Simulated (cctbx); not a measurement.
# Mn14TlV: precision against data quality

Space group Amm2 (no. 38), a = 8.1440 Å, b = 5.2370 Å, c = 9.1840 Å, α = 90.00°, β = 90.00°, γ = 90.00°.

```
atom  mult.       x       y       z  Ueq (Å²)
 Tl1      2     1/2       0  0.1713    0.0086
 Mn1      4  0.7434     1/2  0.3339    0.0247
 Mn2      4  0.7461       0  0.3322    0.0126
 Mn3      8  0.7404  0.7433  0.0848    0.0151
 Mn4      4       0  0.2486  0.4205    0.0173
 Mn5      4     1/2  0.2507  0.4232    0.0160
 Mn6      2       0     1/2  0.1641    0.0150
 Mn7      2       0       0  0.1713    0.0158
  V1      2     1/2     1/2  0.1632    0.0182
```

This is a model crystal, built by substitution and not relaxed, with assumed displacement parameters.

Five simulated data sets (cctbx; Ag Kα, λ = 0.56087 Å; 1.5 % proportional error) differ in resolution or exposure (noise floor 15 counts in the first three, 8 in the last two). Each is refined with the right model, isotropic at 1.1 Å and anisotropic otherwise. How do the figures of merit and the uncertainties move?

| d min (Å) | top counts | ⟨I/σ⟩ (unmerged, absences included) | unique | param. (scale apart) | Rint | R1 | GooF | largest s.u. xyz (fractional) | s.u. U of V1 (Å²) | largest error (Å) |
| --- | --- | --- | --- | --- | --- | --- | --- | --- | --- | --- |
| 1.1 | 70000 | 16.0 | 197 | 24 | 0.014 | 0.0148 | 2.30 | 0.00246 | 0.0011 | 0.0392 |
| 0.84 | 70000 | 14.2 | 419 | 49 | 0.016 | 0.0076 | 0.98 | 0.00083 | 0.0005 | 0.0130 |
| 0.6 | 70000 | 10.9 | 1088 | 49 | 0.021 | 0.0097 | 0.94 | 0.00054 | 0.0003 | 0.0239 |
| 0.75 | 300 | 0.5 | 569 | 49 | 0.429 | 0.1284 | 0.95 | 0.02924 | 0.0290 | 0.1102 |
| 0.75 | 3000 | 2.7 | 569 | 49 | 0.080 | 0.0441 | 0.95 | 0.00459 | 0.0029 | 0.0516 |

GooF reaches 2.3 where the model lacks something that the data hold (anisotropy at the isotropic level, for one). The s.u. of U for V1 goes 0.0011, 0.0005, 0.0003 Å² with resolution and 0.0290, 0.0029 Å² with exposure.

The 1.1 Å row also differs in its displacement model, so it isn't a clean test of resolution.

Hardware for the 0.6 Å refinement: 0.67 s on 1 thread of Arm Neoverse V2, on a shared host, peak memory 0.09 GiB.

[Logs are printed without paths, hosts, clocks, repeated set-up lines and the standing remarks that a program may print on its own settings, such as how far it seeks lower states.]
